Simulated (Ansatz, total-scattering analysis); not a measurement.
# Isotope substitution on H in aqueous NaI

Two samples of aqueous NaI (30 H2O, 3 Na+ and 3 I-; O 31.2, H 62.5, Na 3.1, I 3.1 atom %; 330 K, fixed volume (mean pressure -0.7 GPa); ρ₀ = 0.0847 Å⁻³) differ only in the isotope of H: D (b = 6.6681 fm) and H (b = -3.7395 fm). Other lengths: O 5.8037, Na 3.63, I 5.28 fm. The data are simulated by ab initio molecular dynamics with Ansatz (LDA, plane waves, PAW default files, Langevin thermostat, no spin, fixed volume, H with the mass of D). The average runs over 0.74 ps of 96 atoms, so shells between rare elements are rough. Mean temperature 331 K, largest m.s.d. 0.99 Å², energy drift -11 meV an atom (last third less first), Langevin friction 10 ps⁻¹; the first quarter of the run is discarded. Start: last frame of a classical run of this cell at the same density and temperature. So short a stretch relaxes bonds and nearest shells but still remembers its start. It is a liquid as far as so short a run tells. LDA overbinds hydrogen bonds, so O–O contacts come out short and the liquid too structured. The potential energy falls by 11 meV an atom from the first to the last third of the average, so the sample is relaxing or ordering and this is no equilibrium average. Spin–orbit coupling is left out. The partials come from the cell's reciprocal vectors below 4 Å⁻¹ and from g(r) above; absorption, incoherent and inelastic scattering are left out. F(Q) = Σ ci cj bi bj (Sij − 1), in barn per steradian and atom:

```csv
Q (Å⁻¹),2H,1H,difference
0.9,-0.059,-0.172,0.112
1.2,-0.051,-0.181,0.130
1.5,0.058,-0.176,0.233
1.8,0.164,-0.166,0.330
2.1,0.250,-0.149,0.399
2.4,0.098,-0.132,0.229
2.7,0.003,-0.073,0.076
3.0,-0.081,0.028,-0.109
3.3,-0.080,0.091,-0.171
3.6,-0.056,0.065,-0.121
3.9,-0.058,0.050,-0.108
4.2,-0.051,0.030,-0.080
4.5,-0.054,0.017,-0.072
4.8,-0.065,0.019,-0.084
5.1,-0.073,0.043,-0.115
5.4,-0.061,0.063,-0.124
5.7,-0.037,0.055,-0.092
6.0,-0.020,0.024,-0.044
6.3,-0.009,-0.007,-0.002
6.6,0.002,-0.026,0.028
6.9,0.011,-0.030,0.041
7.2,0.022,-0.026,0.048
7.5,0.040,-0.026,0.066
7.8,0.059,-0.032,0.091
8.1,0.066,-0.036,0.102
8.4,0.063,-0.032,0.095
8.7,0.056,-0.023,0.080
9.0,0.044,-0.012,0.057
9.3,0.023,0.001,0.022
9.6,-0.003,0.013,-0.016
9.9,-0.026,0.019,-0.045
10.2,-0.042,0.019,-0.061
10.5,-0.052,0.018,-0.071
10.8,-0.058,0.018,-0.076
```

The first difference in real space, ΔG(r), in barn (from the pair functions, so without the broadening of a finite Q range):

```csv
r (Å),first difference G(r)
0.50,-0.389
0.58,-0.389
0.66,-0.389
0.74,-0.389
0.82,-0.389
0.90,-0.273
0.98,6.591
1.06,1.525
1.14,-0.348
1.22,-0.386
1.30,-0.380
1.38,-0.334
1.46,-0.169
1.54,0.233
1.62,0.321
1.70,0.102
1.78,-0.071
1.86,-0.160
1.94,-0.174
2.02,-0.178
2.10,-0.156
2.18,-0.161
2.26,-0.152
2.34,-0.154
2.42,-0.164
2.50,-0.179
2.58,-0.181
2.66,-0.164
2.74,-0.123
2.82,-0.078
2.90,-0.001
2.98,0.063
3.06,0.096
3.14,0.137
3.22,0.128
3.30,0.086
3.38,0.100
3.46,0.064
3.54,0.044
```

Q: What does the difference say of the neighbours of H?

Pairs without H cancel. ΔG(r) = Σ W [g(r) − 1] with W = 2 c(H) c(j) b(j) Δb, and c(H)² (b₁² − b₂²) for H–H: H–O 0.2359, H–H 0.1191, H–Na 0.0148, H–I 0.0215 barn. At small r, ΔG → −ΣW = -0.391; in this finite cell the H–H term carries (N − 1)/N with N = 60 atoms of H, which gives -0.389.

The first feature, at 1.00 Å, is H–O. n = 4πρ₀ c(O)/W ∫ r² [ΔG − ΔG(0)] dr up to 1.26 Å gives 1.0 O around each H; the coordinates give 1.00 up to 1.26 Å.

Shells of H from the coordinates: O–H at 1.00 Å, 1.0 neighbours to 1.26 Å; H–H at 1.58 Å, 1.1 neighbours to 1.84 Å, a soft count; H–I at 2.46 Å, 0.3 neighbours to 3.16 Å; H–Na at 2.89 Å, 0.6 neighbours to 3.74 Å, a soft count (first peaks with a usable minimum only). Counts average over all H, whatever molecule they sit on, and second peaks of a pair (H two bonds away, hydrogen bonds) add features between 1.5 and 2.5 Å that aren't listed. The structure is taken to be the same for both isotopes, which holds least well for H and D.

[Logs are printed without paths, hosts, clocks, repeated set-up lines and the standing remarks that a program may print on its own settings, such as how far it seeks lower states.]
